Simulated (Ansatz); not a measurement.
Computed results, one entry a study.

**Quasiparticle gap of Te3As2 (Kalgoorlieite)**

The structure is monoclinic, space group C2/m (No. 12). Conventional cell: a = 14.357 Å, b = 4.020 Å, c = 9.899 Å, α = 90.00°, β = 95.11°, γ = 90.00°. Te has 3 As at 2.74 to 2.99 Å nearest. Nearest to Te lie 3 As at 2.65 to 2.95 Å. Nearest to Te lie 3 As at 2.76 to 2.82 Å. Nearest to As lie 6 Te at 2.76 to 2.99 Å. As has 3 Te at 2.65 to 2.74 Å nearest. Farther neighbours and most contacts between anions are not listed.

```xyz
10
Lattice="7.1787 -2.0099 0.0000 7.1787 2.0099 0.0000 -0.8812 0.0000 9.8597" Properties=species:S:1:pos:R:3 pbc="T T T"
Te    0.1622    0.0000    2.8278
Te   13.3139    0.0000    7.0319
Te   10.8670    0.0000    3.3424
Te    2.6092    0.0000    6.5173
Te    5.3441    0.0000    0.3500
Te    8.1320    0.0000    9.5097
As    2.7847    0.0000    1.3882
As   10.6914    0.0000    8.4715
As    8.4171    0.0000    4.3442
As    5.0590    0.0000    5.5155
```

```
method                                               : G0W0 on HSE06, plane waves, PAW (and 1 further level or step)
program                                              : Ansatz 0.2.0
settings of one run                                  : cutoff 420 eV, 4×4×2 k-mesh, default PAW, empty bands 1070, screening cutoff 140 eV, screening contour deformation, QP bands (v3, c3)
cost                                                 : 2 runs, 8.9 min in all on 1 × NVIDIA H100 80GB HBM3 (shared by 6 runs) with 3 threads of AMD EPYC 7R13 (Zen 3), shared host (the runs of this entry)
notes                                                : In doubt: masses and optical values from hybrid runs of this build are listed as unsure (in some of the runs), which bears on the screening that GW takes from such a start. The cell and positions come from the Crystallography Open Database and are kept as given unless a step says otherwise. Limits: mesh may overstate the screening; no spin-orbit coupling. Two runs of this series at another level, not shown as steps, test spin-orbit coupling. LDA+SOC against LDA: 0.185 − 0.376 = −0.191 eV. Mesh, set of files and cutoff are the same, but the valence top lies at another k point, so this need not be the shift of one pair of states. The spin-orbit run sees mesh and listed points alone, so its gap is an upper bound: the coupling can move an edge off these points, and the change over the zone, its sign included where it is small, is not known. The differences hold parts that these runs do not separate: finite bands, cutoffs and mesh, points of the zone that were not corrected, the start of G0W0, spin-orbit coupling missing from it, static nuclei, no electron-hole attraction, and what each experiment reads as the gap. How much each gives is not known from the steps shown. The largest eigenvalue of the RPA ε∞ is large: 35 in G0W0@HSE06 (4×4×2, 1148 bands). A coarse mesh can overstate it where a direct gap is narrow; the runs shown don’t test that.
HSE06 gap over mesh and listed points                : 0.727 eV, from k = (0.000, 0.000, 0.300) to k = (-0.500, -0.500, 0.500)
G0W0@HSE06 gap over 11 of 14 irreducible mesh points : 0.794 eV, from k = (0.250, 0.250, -0.500) to k = (-0.500, -0.500, -0.500)
GW settings                                          : 4×4×2 mesh, 1070 empty bands, screening to 140 eV
known limits                                         : finite bands, screening cutoff and k mesh; no spin-orbit coupling in G0W0; large ε∞ on the G0W0 mesh
```

Over 11 of 14 irreducible mesh points the G0W0 gap is 0.794 eV, from k = (0.250, 0.250, -0.500) to k = (-0.500, -0.500, -0.500). The HSE06 gap of this run on the mesh is 0.803 eV. The two states that bound the G0W0 gap lie that far apart at the start, so the correction of the gap is 0.794 − 0.803 = −0.009 eV. The valence state moves by 8.835 − 8.972 = −0.137 eV and the conduction state by 9.629 − 9.774 = −0.145 eV, on the run's own scale; how far single levels stand from their limit in bands is not shown.

[Paths, hosts, dates, memory and timing lines, banners, echoed tables and standing remarks are left out of the program output.]

[Logs are printed without paths, hosts, clocks, repeated set-up lines and the standing remarks that a program may print on its own settings, such as how far it seeks lower states.]

[Runs of the session that timed out or met a known fault of the program may be left out.]

[Cells called generated may have been cut or substituted from an entry of the Crystallography Open Database or the Materials Project.]

[Hosts, paths, dates, database ids (printed as entryN), source tags and the programs' standing remarks are cut or masked in the printed files.]
